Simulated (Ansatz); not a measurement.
# Knight shifts in AgB2

Wanted: spin susceptibility and spin part of the Knight shift of AgB2, from the response to a Zeeman field.

Main program and level: Ansatz 0.2.0; DFT, PBE, plane-wave PAW, default files (PAW set soft_2), collinear spin, scalar-relativistic.

### Step 1. Set-up

It takes space group P6/mmm (No. 191, hexagonal). The conventional cell has a = 3.000 Å, b = 3.000 Å, c = 3.240 Å, α = 90.00°, β = 90.00°, γ = 120.00°. Nearest to Ag lie 12 B at 2.37 Å. B has 3 B at 1.73 Å and 6 Ag at 2.37 Å nearest. Farther neighbours are not listed.

Coordinates:

```cif
data_structure
_symmetry_space_group_name_H-M 'P6/mmm'
_symmetry_Int_Tables_number 191
_cell_length_a 3.0000
_cell_length_b 3.0000
_cell_length_c 3.2400
_cell_angle_alpha 90.000
_cell_angle_beta 90.000
_cell_angle_gamma 120.000
_cell_volume 25.25
loop_
_atom_site_label
_atom_site_type_symbol
_atom_site_symmetry_multiplicity
_atom_site_Wyckoff_symbol
_atom_site_fract_x
_atom_site_fract_y
_atom_site_fract_z
_atom_site_occupancy
Ag1 Ag 1 a 0.00000 0.00000 0.00000 1
B1 B 2 d 0.66667 0.33333 0.50000 1
```

The cell is an entry of the Crystallography Open Database; it need not be the form that is stable at ambient conditions.

### Step 2. Applying a field to the spins

A field acting on the spins alone polarises the electrons at the Fermi level, and through exchange the cores. The spin density that this leaves at a nucleus gives the contact field (2μ₀/3) μB ρ_s, and its ratio to B is the isotropic contact shift K; the spin-dipolar anisotropy is not included. The field, 200 T, is far above laboratory fields so that the moment stands clear of numerical noise; it splits the spins by 23 meV, against a smearing of 100 meV. The net moment comes from states near the Fermi level, so the mesh must be dense.

input.yaml reads:

```yaml
crystal:
  lattice:
    - [3.0, 0.0, 0.0]
    - [-1.5, 2.5980762114, 0.0]
    - [0.0, 0.0, 3.24]
  atoms:
    - { symbol: Ag, position: [0.0, 0.0, 0.0] }
    - { symbol: B, position: [0.6666666667, 0.3333333333, 0.5] }
    - { symbol: B, position: [0.3333333333, 0.6666666667, 0.5] }
kpoints:
  mp_grid: { grid: [17, 17, 13] }
scf:
  lower_state_search: "off"
  occupations: { method: fermi_dirac, width: 0.1 }
  convergence: { dr2_threshold: 1.0e-10 }
hamiltonian:
  xc: pbe
output:
  efg: { contact_densities: true, quadrupole_moments_barn: { B: 0.04059 } }
  forces: false
  dos: { de: 0.02 }
  write_density: true
  write_potential: true
  elf: true
  volumetric_format: npy
magnetization:
  spin_polarized: true
  magnetic_field: 200
```

Started as:

```
ansatz run input.yaml --threads 4 --pin off --max-ram 8192MiB --backend cpu --events-out ev --progress --plain --runs-dir out
```

Numbers of over 12 decimals in the logs are rounded to 6 here.

The program printed:

```text
[a pick of lines, long numbers rounded; other set-up, energy and force rows are left out]
Functional definition: PBE
Basis set: ecut = 420 eV, 491 PW (Γ)
Symmetry: 24 space group operations
k-points: 231 of 3757
SCF iter   1: F=—  HF=-7903.645391 eV  |F-HF|=—  |Δ(HF+E_count)|=         —  Δρ=9.68e-2 (↑9.61e-2 ↓9.68e-2)  dr2=1.53e1  dr2_m=6.87e-5  M=0.012 μB ∫|m|=0.012 μB  β_m=1.00  ethr=3.10e-3  ⟨swp⟩=4.0  Hψ=32700  notcnv=0
preconditioner: auto → none  [metal: Δε(μ)=0.012 eV  Ē_g=11.424 eV  σ=0.100 eV  W_gap=0.03  n_scr=8 (ndim 8)  ℏωp=30.5 eV  f_vac=0.000  D(μ)=1.04/eV (n_scr^D=8)  sad-step TF]
SCF iter   2: F=—  HF=-7901.156821 eV  |F-HF|=—  |Δ(HF+E_count)|=    2.49e0  Δρ=5.41e-2 (↑5.41e-2 ↓5.40e-2)  dr2=5.29e0  dr2_m=2.51e-6  M=0.014 μB ∫|m|=0.014 μB  β_m=1.00  ethr=3.10e-3  ⟨swp⟩=3.1  Hψ=18564  notcnv=0  defer=14
SCF iter   3: F=—  HF=-7898.847000 eV  |F-HF|=—  |Δ(HF+E_count)|=    2.31e0  Δρ=4.06e-2 (↑4.06e-2 ↓2.71e-2)  dr2=1.65e-1  dr2_m=2.18e-1  M=1.083 μB ∫|m|=1.083 μB  ethr=3.10e-3  ⟨swp⟩=3.1  Hψ=16915  notcnv=0  defer=34
SCF iter   4: F=—  HF=-7899.516886 eV  |F-HF|=—  |Δ(HF+E_count)|=         —  Δρ=3.49e-2 (↑2.14e-2 ↓3.49e-2)  dr2=2.73e-1  dr2_m=1.15e-1  M=0.289 μB ∫|m|=0.296 μB  β_m=0.30  ethr=6.60e-4  ⟨swp⟩=2.0  Hψ=13337  notcnv=0  defer=30
SCF iter   5: F=—  HF=-7899.481152 eV  |F-HF|=—  |Δ(HF+E_count)|=   3.57e-2  Δρ=2.39e-2 (↑1.50e-2 ↓2.39e-2)  dr2=7.22e-2  dr2_m=6.49e-2  M=0.257 μB ∫|m|=0.264 μB  β_m=0.30  ethr=6.60e-4  ⟨swp⟩=2.8  Hψ=14502  notcnv=0  defer=30
SCF iter   6: F=—  HF=-7899.489036 eV  |F-HF|=—  |Δ(HF+E_count)|=   7.88e-3  Δρ=1.32e-2 (↑1.26e-2 ↓1.32e-2)  dr2=2.46e-3  dr2_m=3.74e-2  M=0.225 μB ∫|m|=0.231 μB  β_m=0.30  ethr=2.89e-4  ⟨swp⟩=2.2  Hψ=17051  notcnv=0  defer=34
SCF iter   7: F=—  HF=-7899.502940 eV  |F-HF|=—  |Δ(HF+E_count)|=   1.39e-2  Δρ=1.01e-2 (↑9.79e-3 ↓1.01e-2)  dr2=7.21e-4  dr2_m=2.24e-2  M=0.193 μB ∫|m|=0.199 μB  β_m=0.30  ethr=9.84e-6  ⟨swp⟩=2.4  Hψ=12273  notcnv=0  defer=29
SCF iter   8: F=—  HF=-7899.511376 eV  |F-HF|=—  |Δ(HF+E_count)|=   8.44e-3  Δρ=7.72e-3 (↑7.67e-3 ↓7.72e-3)  dr2=2.31e-5  dr2_m=1.37e-2  M=0.166 μB ∫|m|=0.171 μB  β_m=0.30  ethr=2.88e-6  ⟨swp⟩=2.0  Hψ=13461  notcnv=0  defer=29
SCF iter   9: F=—  HF=-7899.515733 eV  |F-HF|=—  |Δ(HF+E_count)|=   4.36e-3  Δρ=6.09e-3 (↑6.05e-3 ↓6.09e-3)  dr2=1.01e-5  dr2_m=8.52e-3  M=0.143 μB ∫|m|=0.149 μB  β_m=0.60  ethr=9.24e-8  ⟨swp⟩=2.0  Hψ=13506  notcnv=0  defer=29
SCF iter  10: F=—  HF=-7899.523853 eV  |F-HF|=—  |Δ(HF+E_count)|=   8.12e-3  Δρ=1.22e-3 (↑1.22e-3 ↓1.19e-3)  dr2=8.52e-5  dr2_m=3.19e-4  M=0.059 μB ∫|m|=0.062 μB  β_m=0.81  ethr=4.02e-8  ⟨swp⟩=3.0  Hψ=17675  notcnv=0  defer=29
SCF iter  11: F=—  HF=-7899.524500 eV  |F-HF|=—  |Δ(HF+E_count)|=   6.47e-4  Δρ=8.53e-4 (↑7.18e-4 ↓8.53e-4)  dr2=5.15e-4  dr2_m=4.29e-5  M=0.038 μB ∫|m|=0.039 μB  β_m=0.65  ethr=4.02e-8  ⟨swp⟩=3.0  Hψ=16745  notcnv=0  defer=26
SCF iter  12: F=—  HF=-7899.524397 eV  |F-HF|=—  |Δ(HF+E_count)|=         —  Δρ=4.89e-4 (↑4.89e-4 ↓4.15e-4)  dr2=1.33e-5  dr2_m=4.48e-5  M=0.015 μB ∫|m|=0.015 μB  β_m=0.65  ethr=4.02e-8  ⟨swp⟩=5.6  Hψ=31618  notcnv=0  defer=20
SCF iter  13: F=—  HF=-7899.524440 eV  |F-HF|=—  |Δ(HF+E_count)|=   4.32e-5  Δρ=3.50e-4 (↑2.84e-4 ↓3.50e-4)  dr2=2.65e-5  dr2_m=1.82e-5  M=0.018 μB ∫|m|=0.018 μB  β_m=0.74  ethr=4.02e-8  ⟨swp⟩=2.0  Hψ=17364  notcnv=0  defer=20
SCF iter  14: F=—  HF=-7899.524470 eV  |F-HF|=—  |Δ(HF+E_count)|=   3.01e-5  Δρ=3.13e-4 (↑3.13e-4 ↓2.63e-4)  dr2=5.98e-5  dr2_m=7.33e-6  M=0.021 μB ∫|m|=0.021 μB  β_m=0.50  ethr=4.02e-8  ⟨swp⟩=2.0  Hψ=13719  notcnv=0  defer=20
SCF iter  15: F=—  HF=-7899.524459 eV  |F-HF|=—  |Δ(HF+E_count)|=   1.08e-5  Δρ=5.85e-5 (↑5.85e-5 ↓5.75e-5)  dr2=6.91e-9  dr2_m=7.78e-7  M=0.024 μB ∫|m|=0.024 μB  β_m=0.75  ethr=4.02e-8  ⟨swp⟩=2.0  Hψ=13634  notcnv=0  defer=20
SCF iter  16: F=—  HF=-7899.524458 eV  |F-HF|=—  |Δ(HF+E_count)|=   1.77e-6  Δρ=9.24e-6 (↑5.42e-6 ↓9.24e-6)  dr2=9.78e-9  dr2_m=1.18e-8  M=0.026 μB ∫|m|=0.026 μB  β_m=0.74  ethr=2.76e-11  ⟨swp⟩=3.0  Hψ=17715  notcnv=0  defer=20
SCF iter  17: F=—  HF=-7899.524458 eV  |F-HF|=—  |Δ(HF+E_count)|=   2.65e-8  Δρ=1.01e-6 (↑9.05e-7 ↓1.01e-6)  dr2=9.01e-11  dr2_m=2.01e-10  M=0.026 μB ∫|m|=0.026 μB  β_m=0.87  ethr=1.00e-12  ⟨swp⟩=2.2  Hψ=27391  notcnv=0
SCF iter  18: F=-7899.524458 eV  HF=-7899.524458 eV  |F-HF|=2.36e-11  |Δ(HF+E_count)|=  3.64e-10  Δρ=3.09e-7 (↑2.36e-7 ↓3.09e-7)  dr2=5.51e-12  dr2_m=1.59e-11  M=0.026 μB ∫|m|=0.026 μB  β_m=0.93  ethr=1.00e-12  ⟨swp⟩=2.4  Hψ=16089  notcnv=0
SCF iter  19: F=-7899.524458 eV  HF=-7899.524458 eV  |F-HF|=1.82e-12  |Δ(HF+E_count)|=  3.37e-11  Δρ=1.90e-8 (↑1.90e-8 ↓1.39e-8)  dr2=1.01e-13  dr2_m=3.83e-14  M=0.026 μB ∫|m|=0.026 μB  ethr=1.00e-12  ⟨swp⟩=1.0  Hψ=17595  notcnv=0
SCF converged after 19 iterations
Magnetization: 0.0257 μB (12.5128 up, 12.4872 down)
Absolute magnetization: 0.0258 μB (∫|ρ↑−ρ↓|, with the PAW one-centre terms)
Per-site moments (μB) at R_I (Å): [(0.00621207, 0.978277), (0.00544312, 0.714471), (0.00544312, 0.714471)]
Free energy (F): -7899.524458 eV
Fermi energy:    18.583160 eV
--- PAW observables at the nuclei: V_zz in 10²¹ V/m², potentials from the cell's mean, atoms counted from 1 ---
  atom   1  Ag V_zz =    -7.082020   η = 0.0000   by run symmetry: allowed
            electrostatic potential = -7483.358496 V   contact ρ = 948405.560377 e/Å³   contact ρ_s (e/Å³): all electrons +0.001032, valence +0.019167
  atom   2  B  V_zz =    +2.702615   η = 0.0000   by run symmetry: allowed   C_q = +2.6525 MHz
            electrostatic potential = -336.154304 V   contact ρ = 487.010756 e/Å³   contact ρ_s (e/Å³): all electrons +0.008409, valence +0.012931
  atom   3  B  V_zz =    +2.702615   η = 0.0000   by run symmetry: allowed   C_q = +2.6525 MHz
            electrostatic potential = -336.154304 V   contact ρ = 487.010756 e/Å³   contact ρ_s (e/Å³): all electrons +0.008409, valence +0.012931
--- Band table (eV; the first three rows and the last of 462) ---
  k-point 0 ↑: bands = ["-74.5319", "-38.0246", "-38.0246", "-37.9835", "4.1463", "11.4036", "11.9292", "11.9292", "13.4881", "13.4881", "15.3096", "19.6047", "19.6047", "24.1490", "24.1490", "24.2484", "25.7198"]
  k-point 1 ↑: bands = ["-74.5319", "-38.0245", "-38.0245", "-37.9850", "4.2246", "11.3504", "11.9588", "11.9588", "13.4400", "13.4400", "15.1024", "19.5307", "19.5307", "24.3105", "24.3105", "24.6469", "25.6852"]
  k-point 2 ↑: bands = ["-74.5317", "-38.0242", "-38.0242", "-37.9890", "4.4555", "11.1579", "12.0431", "12.0431", "13.3108", "13.3108", "14.6319", "19.3249", "19.3249", "24.7712", "24.7712", "25.5935", "25.7158"]
  k-point 230 ↓: bands = ["-74.4944", "-38.0597", "-38.0492", "-37.9652", "8.4928", "8.9568", "11.6860", "11.9795", "12.2376", "14.0167", "17.0059", "17.1709", "17.9653", "18.9169", "21.9632", "29.3242", "30.6388"]
```

Wall time 12 s (4 threads of Arm Neoverse N1, shared host); peak memory 0.42 GiB.

The moment is 0.0257 μB a cell, a spin susceptibility of 23.9 × 10⁻⁶ emu per mole of atoms. With 7.769 T for 1 e/Å³:

```csv
site,nucleus,contact shift (ppm),from valence states,rest (mostly cores)
Ag,109Ag,40,745,-704
B,11B,327,502,-176
```

The split depends on the files: semicore shells that they treat as valence count in the first part.

### Step 3. Is the response linear?

The shift is a ratio that holds only while the moment grows in step with the field, so the field is doubled.

input.yaml: that of step 2 with these lines changed.

```diff
@@ -20,9 +20,4 @@
   forces: false
-  dos: { de: 0.02 }
-  write_density: true
-  write_potential: true
-  elf: true
-  volumetric_format: npy
 magnetization:
   spin_polarized: true
-  magnetic_field: 200
+  magnetic_field: 400
```

The program printed:

```text
[a pick of lines, long numbers rounded; other set-up, energy and force rows are left out]
[...]
Basis set: ecut = 420 eV, 491 PW (Γ)
Symmetry: 24 space group operations
k-points: 231 of 3757
[...]
SCF converged after 20 iterations
Magnetization: 0.0511 μB (12.5256 up, 12.4744 down)
Absolute magnetization: 0.0513 μB (∫|ρ↑−ρ↓|, with the PAW one-centre terms)
Per-site moments (μB) at R_I (Å): [(0.012380, 0.978277), (0.010825, 0.714471), (0.010825, 0.714471)]
Free energy (F): -7899.524903 eV
Fermi energy:    18.583978 eV
[...]
atom   1  Ag V_zz =    -7.081504   η = 0.0000   by run symmetry: allowed
[...]
atom   2  B  V_zz =    +2.701737   η = 0.0000   by run symmetry: allowed   C_q = +2.6517 MHz
[...]
atom   3  B  V_zz =    +2.701737   η = 0.0000   by run symmetry: allowed   C_q = +2.6517 MHz
[...]
```

Wall time 12 s (4 threads); peak memory 0.41 GiB.

The moment goes from 0.0257 to 0.0511 μB, a factor of 1.99, and the shift of Ag from 40 to 52 ppm. The response is linear on all sites, to 3 % of the larger of shift and valence part or 3 ppm; the largest move is +11 ppm, on Ag.

### Step 4. How settled the numbers are

Each row names what differs in the settings from the first run, the PAW files staying the same unless named (PBE, default files (PAW set soft_2), mesh 17×17×13, fermi dirac smearing of 0.1 eV, cutoff 420 eV, 200 T). Shifts in ppm; times on 4 threads of Arm Neoverse N1, shared host.

```csv
run,time,χ_s (10⁻⁶ emu/mol),Ag,B
first run,12 s,23.9,40,327
"mesh 16×16×13, volume × 1.040",11 s,25.9,-127,315
fermi dirac 0.2 eV,10 s,17.4,869,329
```

### Step 5. What came out

- 109Ag contact shift: 40 ppm
- 11B contact shift: 327 ppm
- spin susceptibility: 23.9 × 10⁻⁶ emu per mole of atoms

What this shows: The spin part of the Knight shift is 40 ppm on Ag and 327 ppm on B in the first run. For its size, with shifts under 60 ppm counted as 60, Ag moves most with the settings. Widening the smearing to 0.2 eV changes the shift of Ag by +829 ppm. No row of the table has a finer mesh on this cell, so the value may still hold a sampling error. Over the rows of this table on the first cell the shift spans 40 to 869 ppm on Ag and 327 to 329 ppm on B. 2 further runs of this session (failed, refused or on trial settings) are not shown. The orbital shift is left out; on d- and f-block metals such as Ag it can be large.

[Logs are printed without paths, hosts, clocks, repeated set-up lines and the standing remarks that a program may print on its own settings, such as how far it seeks lower states.]

[Hosts, paths, dates, database ids (printed as entryN), source tags and the programs' standing remarks are cut or masked in the printed files.]
